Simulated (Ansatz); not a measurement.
# Relaxing glassy CaAl2Si6O16 (175 atoms)

Wanted: the relaxed structure of glassy CaAl2Si6O16 (175 atoms) and its electronic structure.

Program: Ansatz 0.2.0. Level of theory: Kohn-Sham DFT, revPBE, PAW (set soft_2), plane waves. Results are calculated unless marked as measured.

**Experiments to compare with.** A Ca0.125Al0.25Si0.75O2 glass plate was measured by high-energy x-ray diffraction at 20 K and the Ca-O distance was fitted in the PDF (“Polyhedral units and network connectivity in calcium aluminosilicate glasses from high-energy x-ray diffraction”, 2000, arxiv:cond-mat/0007490): nearest Ca–O distance 2.32 Å; number of O about Ca 5.3.

## Step 1: The structure

The cell holds 175 atoms: 14 Al, 7 Ca, 112 O and 42 Si. Cell: a = 13.220 Å, b = 13.220 Å, c = 13.220 Å, α = 90.0°, β = 90.0°, γ = 90.0°. 175 atoms (14 Al, 7 Ca, 112 O, 42 Si) placed at random at 2.61 g/cm³, melted at 4500 K for 20 ps at fixed volume with the Morse and Coulomb pair potential with partial charges (Pedone, Malavasi, Menziani, Cormack and Segre, J. Phys. Chem. B 110, 11780 (2006)). Quenched from 4500 K to 300 K at 20 K/ps and fixed volume, held 5 ps.

What the set-up can't give: The quench rate of 20 K/ps is orders of magnitude faster than experiment, which tends to freeze in extra defects. The network of bonds at the start is that of the classical potential that made the cell. Only the Γ point is sampled, in a cell whose shortest periodic width is 13 Å.

## Step 2: Single point at the start

A single point comes first, to see the forces before anything moves.

The input, input.yaml:

```yaml
crystal:
  lattice:
    - [13.2196, 0.0, 0.0]
    - [0.0, 13.2196, 0.0]
    - [0.0, 0.0, 13.2196]
  atoms:
    - { symbol: Al, position: [0.14662, 0.13022, 0.79472] }
    - { symbol: Al, position: [0.99601, 0.28764, 0.14302] }
    - { symbol: Al, position: [0.83762, 0.1381, 0.10601] }
    - { symbol: Al, position: [0.5844, 0.58561, 0.66179] }
    - { symbol: Al, position: [0.85477, 0.77458, 0.06842] }
    - { symbol: Al, position: [0.28433, 0.19374, 0.9925] }
    - { symbol: Al, position: [0.36178, 0.0506, 0.83486] }
    - { symbol: Al, position: [0.11133, 0.37146, 0.01721] }
    - { symbol: Al, position: [0.28144, 0.84979, 0.48669] }
    - { symbol: Al, position: [0.84497, 0.95436, 0.93122] }
    - { symbol: Al, position: [0.96603, 0.47578, 0.40379] }
    - { symbol: Al, position: [0.05898, 0.69442, 0.13721] }
    - { symbol: Al, position: [0.1717, 0.14513, 0.36601] }
    - { symbol: Al, position: [0.91461, 0.4039, 0.63767] }
    - { symbol: Ca, position: [0.27249, 0.84562, 0.93968] }
    - { symbol: Ca, position: [0.78388, 0.78268, 0.55093] }
    - { symbol: Ca, position: [0.38424, 0.57833, 0.46294] }
    - { symbol: Ca, position: [0.81707, 0.73515, 0.2989] }
    - { symbol: Ca, position: [0.1393, 0.02189, 0.56934] }
    - { symbol: Ca, position: [0.48522, 0.59336, 0.00122] }
    - { symbol: Ca, position: [0.31061, 0.41556, 0.88996] }
    - { symbol: O, position: [0.40606, 0.18827, 0.552] }
    - { symbol: O, position: [0.93162, 0.50961, 0.96277] }
    - { symbol: O, position: [0.32211, 0.93783, 0.79239] }
    - { symbol: O, position: [0.54905, 0.21654, 0.21059] }
    - { symbol: O, position: [0.7128, 0.62592, 0.64495] }
    - { symbol: O, position: [0.87462, 0.2646, 0.16967] }
    - { symbol: O, position: [0.69723, 0.35477, 0.82908] }
    - { symbol: O, position: [0.68968, 0.70581, 0.42119] }
    - { symbol: O, position: [0.02935, 0.62849, 0.8224] }
    - { symbol: O, position: [0.56352, 0.08303, 0.59326] }
    - { symbol: O, position: [0.82651, 0.63872, 0.04571] }
    [... 137 atom lines left out ...]
    - { symbol: Si, position: [0.04704, 0.93063, 0.80956] }
    - { symbol: Si, position: [0.47926, 0.28412, 0.28242] }
    - { symbol: Si, position: [0.01523, 0.70472, 0.7307] }
    - { symbol: Si, position: [0.38649, 0.66472, 0.78145] }
    - { symbol: Si, position: [0.8326, 0.51525, 0.03687] }
    - { symbol: Si, position: [0.38487, 0.12779, 0.44023] }
kpoints:
  mp_grid: { grid: [1, 1, 1] }
hamiltonian:
  xc: revpbe
scf:
  occupations: { method: fixed }
output:
  forces: true
  stress: true
  populations: true
  dos:
    method: { smearing: { sigma: 0.08 } }
    de: 0.1
    projected: { site_lists: { Al: [Al], Ca: [Ca], O: [O], Si: [Si] } }
  eigenvalues: true
```

On the command line:

```sh
> ansatz run input.yaml --threads 4 --pin off --max-ram 8192MiB --backend cpu --events-out ev --progress --plain --runs-dir out
```

Numbers of over 12 decimals in the logs are rounded to 6 here.

The program printed:

```text
Engine: ansatz 0.2.0, x86_64-unknown-linux-gnu
Pseudopotentials: kind: paw
Pseudopotential: Al, paw, valence charge 3, recommended cutoff 420 eV (normal), Al.paw.azcp
Pseudopotential: Ca, paw, valence charge 10, recommended cutoff 420 eV (normal), Ca.paw.azcp
Pseudopotential: O, paw, valence charge 6, recommended cutoff 420 eV (normal), O.paw.azcp
Pseudopotential: Si, paw, valence charge 4, recommended cutoff 420 eV (normal), Si.paw.azcp
[... 5 lines on functional and potentials left out ...]
Crystal: 175 atoms, lattice volume = 2310.229 Å³
Basis set: ecut = 420 eV, 45025 PW (Γ), exchange–correlation on 180×180×180 points (8 copies of the dense FFT grid, shifted against one another)
Bands: 651, of which v1, the nominal top of the filled ones, is band 476 counted from 1 (475 counted from 0)
Symmetry: 1 space group operations
Space group: P1 (ITA 1), of the structure as read, at distance tolerance 1.3e-4 Å
k-points: 1
[... 13 lines on functional and potentials left out ...]
Initial density: superposition of atomic densities (neutral atoms: chi_scale 0, normalization atom), corrected by the library's trained network
Initial wavefunctions: pseudopotential atomic-orbital guess
Functional: x = revpbe(κ = 1.245, μ = 0.219515), c = pbe(β = 0.066725)
SCF iter   1: F=—  HF=-110978.663861 eV  |F-HF|=—  |Δ(HF+E_count)|=         —  Δρ=3.45e-3  dr2=3.16e-1  ethr=1.77e-3  ⟨swp⟩=6.0  Hψ=2580  notcnv=0  defer=168
preconditioner: auto → Resta (q_TF=auto, 2.354 Å⁻¹)  ε∞=3.1  [insulator: Δε(μ)=3.538 eV  Ē_g=16.285 eV  n_scr=484 (ndim 8)  ℏωp=23.7 eV  f_vac=0.135  ε∞_Penn≈3.1]
SCF iter   2: F=—  HF=-110978.647828 eV  |F-HF|=—  |Δ(HF+E_count)|=   1.60e-2  Δρ=1.81e-3  dr2=5.97e-2  ethr=3.32e-5  ⟨swp⟩=3.0  Hψ=1216  notcnv=0  defer=173
SCF iter   3: F=—  HF=-110978.657162 eV  |F-HF|=—  |Δ(HF+E_count)|=   9.33e-3  Δρ=6.94e-4  dr2=1.65e-2  ethr=6.28e-6  ⟨swp⟩=3.0  Hψ=839  notcnv=0  defer=173
SCF iter   4: F=—  HF=-110978.659068 eV  |F-HF|=—  |Δ(HF+E_count)|=   1.91e-3  Δρ=2.29e-4  dr2=1.25e-3  ethr=1.73e-6  ⟨swp⟩=3.0  Hψ=839  notcnv=0  defer=173
SCF iter   5: F=—  HF=-110978.659556 eV  |F-HF|=—  |Δ(HF+E_count)|=   4.88e-4  Δρ=1.20e-4  dr2=3.13e-4  ethr=1.31e-7  ⟨swp⟩=2.0  Hψ=843  notcnv=0  defer=173
SCF iter   6: F=—  HF=-110978.659775 eV  |F-HF|=—  |Δ(HF+E_count)|=   2.20e-4  Δρ=3.31e-5  dr2=2.30e-5  ethr=3.28e-8  ⟨swp⟩=2.0  Hψ=837  notcnv=0  defer=173
SCF iter   7: F=—  HF=-110978.660485 eV  |F-HF|=—  |Δ(HF+E_count)|=   7.09e-4  Δρ=1.79e-5  dr2=6.05e-6  ethr=2.42e-9  ⟨swp⟩=3.0  Hψ=1126  notcnv=0  defer=173
SCF iter   8: F=—  HF=-110978.660489 eV  |F-HF|=—  |Δ(HF+E_count)|=   4.42e-6  Δρ=5.65e-6  dr2=7.17e-7  ethr=6.35e-10  ⟨swp⟩=3.0  Hψ=840  notcnv=0  defer=173
SCF iter   9: F=—  HF=-110978.660490 eV  |F-HF|=—  |Δ(HF+E_count)|=   1.20e-6  Δρ=3.06e-6  dr2=1.86e-7  ethr=7.53e-11  ⟨swp⟩=3.0  Hψ=954  notcnv=0  defer=173
SCF iter  10: F=-110978.660490 eV  HF=-110978.660490 eV  |F-HF|=1.68e-8  |Δ(HF+E_count)|=   6.66e-8  Δρ=1.01e-6  dr2=2.08e-8  ethr=1.05e-11  ⟨swp⟩=21.0  Hψ=4961  notcnv=0
SCF 1 converged in 10 iterations: F = -110978.660490 eV  dr2 = 2.08e-8
  greatest PAW one-centre occupation: 0.995 electrons in one spin orbital (limit 2), on the Ca atom at site 19 (counted from 0), in its partial waves of l = 0
SCF converged after 10 iterations
Free energy (F): -110978.660490 eV
Harris-Foulkes:  -110978.660490 eV  (|F-HF|=1.68e-8)
Internal energy: -110978.660490 eV  (E = F + TS)
E sigma→0 (E₀):  -110978.660490 eV
Fermi energy:    4.497767 eV
--- Per-component energies (eV) ---
  E_band       = -4378.795692
  E_kinetic    = 24286.800185
  E_local      = -62751.682741  (includes V_loc(G=0)·N_el)
  E_nonlocal   = 6891.897881
  E_hartree    = 23081.696099
  E_xc         = -12261.753985
  E_vxc        = -14285.415416  (∫ρ·V_xc dr)
  E_paw        = -52157.712353  (= ΣΔE_a)
  E_vpaw       = -4684.067526  (= ΣTr[D̂ρ^β])
  E_aug_tail   = 0.285319  (compensation charges beyond the density's cutoff)
  E_ewald      = -38065.198399
  E_core_change = -2.992495  (= ΣΔE_core)
  E_smearing   = -0.000000  (= −TS)
  E_closure    = 0.000000  (closes the sum)
  Σ components = -110978.660490   (vs F -110978.660490, Δ=0.00e0)
--- Forces (eV/Å), atoms counted from 1 ---
  atom   1  Al    -0.54464125     1.39156914    -0.91511292
  atom   2  Al     1.52893738     0.58378194     1.12470493
  atom   3  Al    -1.78898019     0.98970324     1.71067807
  atom   4  Al     0.58318680    -1.13048325    -0.81137822
  atom   5  Al    -0.96886286    -2.03171376    -0.91780289
  atom   6  Al    -1.14858092    -0.28801749    -0.40170602
  atom   7  Al     1.11887320     1.56604216     0.94977570
  atom   8  Al    -0.61438630     1.16248719    -0.66911344
  atom   9  Al     0.86554635    -0.73508614    -1.84961137
  atom  10  Al    -0.37155627    -1.51015401    -0.47376418
  atom  11  Al     0.15882803    -0.87595528    -0.28889105
  atom  12  Al    -1.61910956    -1.24441116    -0.41091865
  atom  13  Al     0.76293674     1.62529182     1.27480309
  atom  14  Al    -2.28519868     1.92541496     0.14644532
[...]
atom 174  Si     2.40066189     4.19802353     0.24561711
  atom 175  Si     1.44587099     2.56870101     1.70500175
  max |Σ_I F_I| component: 1.18e-4 eV/Å
--- Stress (GPa, compression-positive) ---
        8.357071       1.343338       0.003425
        1.343339       7.658311       1.729670
        0.003427       1.729661       9.110624
  P = ⅓ Tr σ = 8.3753 GPa (83.753 kbar)
--- Band table (eV) ---
  k-point 0: bands = ["-36.4544", "-36.3833", "-35.7361", "-35.4789", [... 635 levels ...], "14.0608", "14.0757", "14.0871", "14.1058", "14.1415", "14.1832", "14.2042", "14.2267", "14.2543", "14.2688", "14.3043", "14.3150"]
--- Löwdin populations: 175 sites ---
  site symbol       q [e]
     0     Al      1.6034
     1     Al      1.5644
     2     Al      1.5748
[...]
174     Si      2.2102
  spilling = 0.012628 (of n_electrons = 952.000000)
```

The job ended after 47 s (4 threads of AMD EPYC 9R14 (Zen 4), shared host; peak memory 3.9 GiB; 2.9 min of CPU time).

Read from the output:

| Item | Value |
| --- | --- |
| free energy | -110978.6605 eV |
| free energy per atom | -634.1638 eV/atom |
| SCF cycles | 10 |
| pressure | 8.375 GPa |
| r.m.s. force component | 1.327 eV/Å |
| longest force | 6.137 eV/Å |
| Fermi energy | 4.498 eV |
| gap (highest filled to lowest empty level) | 3.355 eV |
| spilling of the projection | 0.01263 |

The r.m.s. force component of 1.3 eV/Å and the pressure of 8.4 GPa set the starting point.

Neighbours are counted within 2.12 Å (O-Si), 2.19 Å (O-Al), 3.18 Å (O-Ca).

Length of the force by element and coordination:

```
element  coordination  atoms  mean length of the force (eV/Å)  spread  least  most
     Al           all     14                             1.94   0.540  0.936  2.99
     Ca           all      7                             1.11   0.298  0.502  1.45
     Ca             5      2                             1.18   0.165   1.01  1.34
     Ca             6      3                            0.935   0.340  0.502  1.33
     Ca             7      2                             1.32   0.136   1.18  1.45
      O           all    112                             1.84    1.01  0.347  5.59
      O             2     70                             1.63   0.775  0.347  3.61
      O             3     42                             2.20    1.23  0.474  5.59
     Si           all     42                             2.69    1.21  0.471  6.14
```

## Step 3: Relaxation

The atoms are relaxed in the fixed cell, aiming at the force tolerance of the input.

input.yaml, the sections that differ from step 2:

```yaml
output:
  forces: true
relax:
  f_tol: 0.03
  max_steps: 200
# crystal, kpoints, hamiltonian, scf: as in step 2
```

The program printed:

```text
[...]
Crystal: 175 atoms, lattice volume = 2310.229 Å³
Basis set: ecut = 420 eV, 45025 PW (Γ), exchange–correlation on 180×180×180 points (8 copies of the dense FFT grid, shifted against one another)
Bands: 651, of which v1, the nominal top of the filled ones, is band 476 counted from 1 (475 counted from 0)
Symmetry: 1 space group operations
[...]
k-points: 1
[...]
SCF iter   1: F=—  HF=-110978.665191 eV  |F-HF|=—  |Δ(HF+E_count)|=         —  Δρ=3.47e-3  dr2=3.20e-1  ethr=1.77e-3  ⟨swp⟩=9.0  Hψ=2307  notcnv=0  defer=171
[...]
SCF iter   3: F=—  HF=-110978.657014 eV  |F-HF|=—  |Δ(HF+E_count)|=   9.33e-3  Δρ=7.05e-4  dr2=1.65e-2  ethr=6.18e-6  ⟨swp⟩=3.0  Hψ=838  notcnv=0  defer=149
automatic band count: iteration 3 solves 627 bands in place of 651: the levels show a gap, and the empty bands left out lie too high to hold charge; the band table lists the bands solved (type scf.n_extra_bands for more)
SCF iter   4: F=—  HF=-110978.659791 eV  |F-HF|=—  |Δ(HF+E_count)|=   2.78e-3  Δρ=2.29e-4  dr2=1.22e-3  ethr=1.74e-6  ⟨swp⟩=4.0  Hψ=983  notcnv=0  defer=149
[...]
SCF iter   7: F=-110978.660487 eV  HF=-110978.660485 eV  |F-HF|=2.51e-6  |Δ(HF+E_count)|=   1.91e-5  Δρ=1.64e-5  dr2=5.52e-6  ethr=2.36e-9  ⟨swp⟩=4.0  Hψ=1913  notcnv=0
SCF 1 converged in 7 iterations: F = -110978.660487 eV  dr2 = 5.52e-6
[...]
relax step   1: F+E_penalty+E_count = -110978.66048734 eV  Δ(F+E_penalty+E_count) = +0.000e0 eV  max|allowed force component| = 5.014e0 eV/Å  Δτ_max = 0.0000 Å  (7 SCF iters, dr2 threshold 2.25e-5 eV, accepted)
[... from here on, the SCF cycles and remarks between the steps are left out ...]
relax step   2: F+E_penalty+E_count = -110985.70149725 eV  Δ(F+E_penalty+E_count) = -7.041e0 eV  max|allowed force component| = 2.898e0 eV/Å  Δτ_max = 0.1977 Å  (7 SCF iters, dr2 threshold 1.00e-4 eV, accepted)
relax step   3: F+E_penalty+E_count = -110990.53783321 eV  Δ(F+E_penalty+E_count) = -4.836e0 eV  max|allowed force component| = 8.375e-1 eV/Å  Δτ_max = 0.1579 Å  (8 SCF iters, dr2 threshold 1.00e-4 eV, accepted)
relax step   4: F+E_penalty+E_count = -110991.69979974 eV  Δ(F+E_penalty+E_count) = -1.162e0 eV  max|allowed force component| = 5.645e-1 eV/Å  Δτ_max = 0.2000 Å  (7 SCF iters, dr2 threshold 5.86e-5 eV, accepted)
relax step   5: F+E_penalty+E_count = -110992.10815578 eV  Δ(F+E_penalty+E_count) = -4.084e-1 eV  max|allowed force component| = 4.855e-1 eV/Å  Δτ_max = 0.2000 Å  (7 SCF iters, dr2 threshold 2.66e-5 eV, accepted)
relax step   6: F+E_penalty+E_count = -110992.19490769 eV  Δ(F+E_penalty+E_count) = -8.675e-2 eV  max|allowed force component| = 1.957e-1 eV/Å  Δτ_max = 0.0455 Å  (5 SCF iters, dr2 threshold 1.00e-4 eV, accepted)
relax step   7: F+E_penalty+E_count = -110992.23457280 eV  Δ(F+E_penalty+E_count) = -3.967e-2 eV  max|allowed force component| = 2.212e-1 eV/Å  Δτ_max = 0.2000 Å  (8 SCF iters, dr2 threshold 6.23e-6 eV, accepted)
relax step   8: F+E_penalty+E_count = -110992.25808878 eV  Δ(F+E_penalty+E_count) = -2.352e-2 eV  max|allowed force component| = 3.255e-1 eV/Å  Δτ_max = 0.2000 Å  (8 SCF iters, dr2 threshold 7.95e-6 eV, accepted)
relax step   9: F+E_penalty+E_count = -110992.30572498 eV  Δ(F+E_penalty+E_count) = -4.764e-2 eV  max|allowed force component| = 1.235e-1 eV/Å  Δτ_max = 0.0794 Å  (5 SCF iters, dr2 threshold 1.00e-4 eV, accepted)
relax step  10: F+E_penalty+E_count = -110992.32491441 eV  Δ(F+E_penalty+E_count) = -1.919e-2 eV  max|allowed force component| = 1.556e-1 eV/Å  Δτ_max = 0.2000 Å  (8 SCF iters, dr2 threshold 2.19e-6 eV, accepted)
relax step  11: F+E_penalty+E_count = -110992.31455313 eV  Δ(F+E_penalty+E_count) = +1.036e-2 eV  max|allowed force component| = 2.313e-1 eV/Å  Δτ_max = 0.2000 Å  (8 SCF iters, dr2 threshold 3.48e-6 eV, rejected (line search))
relax step  12: F+E_penalty+E_count = -110992.31664810 eV  Δ(F+E_penalty+E_count) = +8.266e-3 eV  max|allowed force component| = 1.523e-1 eV/Å  Δτ_max = 0.0995 Å  (10 SCF iters, rejected (line search))
relax step  13: F+E_penalty+E_count = -110992.34365790 eV  Δ(F+E_penalty+E_count) = -1.874e-2 eV  max|allowed force component| = 6.682e-2 eV/Å  Δτ_max = 0.0473 Å  (9 SCF iters, accepted)
relax step  14: F+E_penalty+E_count = -110992.35715649 eV  Δ(F+E_penalty+E_count) = -1.350e-2 eV  max|allowed force component| = 4.920e-2 eV/Å  Δτ_max = 0.1000 Å  (9 SCF iters, accepted)
relax step  15: F+E_penalty+E_count = -110992.33439474 eV  Δ(F+E_penalty+E_count) = +2.276e-2 eV  max|allowed force component| = 2.874e-1 eV/Å  Δτ_max = 0.1500 Å  (9 SCF iters, rejected (line search))
relax step  16: F+E_penalty+E_count = -110992.36526935 eV  Δ(F+E_penalty+E_count) = -8.113e-3 eV  max|allowed force component| = 6.880e-2 eV/Å  Δτ_max = 0.0742 Å  (9 SCF iters, accepted)
relax step  17: F+E_penalty+E_count = -110992.35724038 eV  Δ(F+E_penalty+E_count) = +8.029e-3 eV  max|allowed force component| = 3.431e-1 eV/Å  Δτ_max = 0.0750 Å  (7 SCF iters, dr2 threshold 2.57e-6 eV, rejected (line search))
relax step  18: F+E_penalty+E_count = -110992.36968723 eV  Δ(F+E_penalty+E_count) = -4.418e-3 eV  max|allowed force component| = 1.635e-2 eV/Å  Δτ_max = 0.0370 Å  (9 SCF iters, accepted)
SCF converged after 9 iterations
Free energy (F): -110992.369687 eV
[...]
Internal energy: -110992.369687 eV  (E = F + TS)
E sigma→0 (E₀):  -110992.369687 eV
Fermi energy:    4.189969 eV
[...]
--- Forces (eV/Å), atoms counted from 1 ---
  atom   1  Al     0.00163071     0.00294742     0.00342640
  atom   2  Al     0.00102630     0.00528851     0.00015316
  atom   3  Al    -0.00319291    -0.00152167     0.00201068
  atom   4  Al    -0.00038198     0.00059538     0.00002117
  atom   5  Al    -0.00098085     0.00772007    -0.00383761
  atom   6  Al     0.00325286    -0.00663471     0.00047001
  atom   7  Al     0.00476278    -0.00075446     0.00014619
  atom   8  Al     0.00414507    -0.00056438    -0.00534180
  atom   9  Al     0.00111893    -0.00022665    -0.00156810
  atom  10  Al    -0.00534944     0.00900746    -0.00226036
  atom  11  Al     0.00506709     0.00120896     0.00296420
  atom  12  Al     0.00573508     0.00032374    -0.00083410
  atom  13  Al    -0.00208655     0.00265932     0.00123919
  atom  14  Al     0.00145780    -0.00080072    -0.00137241
[...]
atom 174  Si    -0.00064767    -0.00420404    -0.00386840
  atom 175  Si    -0.00016636     0.00083945    -0.00316916
  max |Σ_I F_I| component: 1.31e-4 eV/Å
--- Relaxed structure (18 steps of the walk, 14 accepted, 0 SCFs on fresh bases) ---
  F+E_penalty+E_count = -110992.36968723 eV   max|allowed force component| = 1.635e-2 eV/Å
  atoms:
    - { symbol: Al, position: [0.141122, 0.135032, 0.794916] }
    - { symbol: Al, position: [0.998657, 0.301438, 0.166123] }
    - { symbol: Al, position: [0.822744, 0.141345, 0.113721] }
    - { symbol: Al, position: [0.586521, 0.587336, 0.655395] }
[...]
- { symbol: Si, position: [0.380721, 0.126854, 0.439511] }
```

Elapsed: 6.1 min, on 4 threads; peak memory 3.5 GiB.

Step by step:

```
step  energy less that of the first step (eV)  largest force component (eV/Å)
   1                                   0.0000                          5.0137
   2                                  -7.0410                          2.8984
   3                                 -11.8773                          0.8375
   4                                 -13.0393                          0.5645
   5                                 -13.4477                          0.4855
   6                                 -13.5344                          0.1957
   7                                 -13.5741                          0.2212
   8                                 -13.5976                          0.3255
   9                                 -13.6452                          0.1235
  10                                 -13.6644                          0.1556
  11                                 -13.6541                          0.2313
  12                                 -13.6562                          0.1523
  13                                 -13.6832                          0.0668
  14                                 -13.6967                          0.0492
  15                                 -13.6739                          0.2874
  16                                 -13.7048                          0.0688
  17                                 -13.6968                          0.3431
  18                                 -13.7092                          0.0163
```

Relaxation steps 11, 12, 15, 17 were tried and not accepted.

The atoms that moved most (Å):

```
atom      dx      dy      dz  length
 O74   0.619  -0.183  -0.112   0.656
 O45   0.081  -0.296   0.447   0.542
O106   0.330   0.252   0.229   0.474
 O91  -0.273  -0.352  -0.147   0.469
 O64  -0.399   0.176   0.160   0.465
 O62   0.050   0.421  -0.182   0.462
O121   0.186  -0.219  -0.305   0.419
 O81   0.214  -0.350   0.043   0.412
```

The relaxation changed the energy by -78.3 meV/atom, and atoms moved by 0.21 Å r.m.s., 0.66 Å at most.

[end of part 1 of 2]

[Logs are printed without paths, hosts, clocks, repeated set-up lines and the standing remarks that a program may print on its own settings, such as how far it seeks lower states.]

[Hosts, paths, dates, database ids (printed as entryN), source tags and the programs' standing remarks are cut or masked in the printed files.]
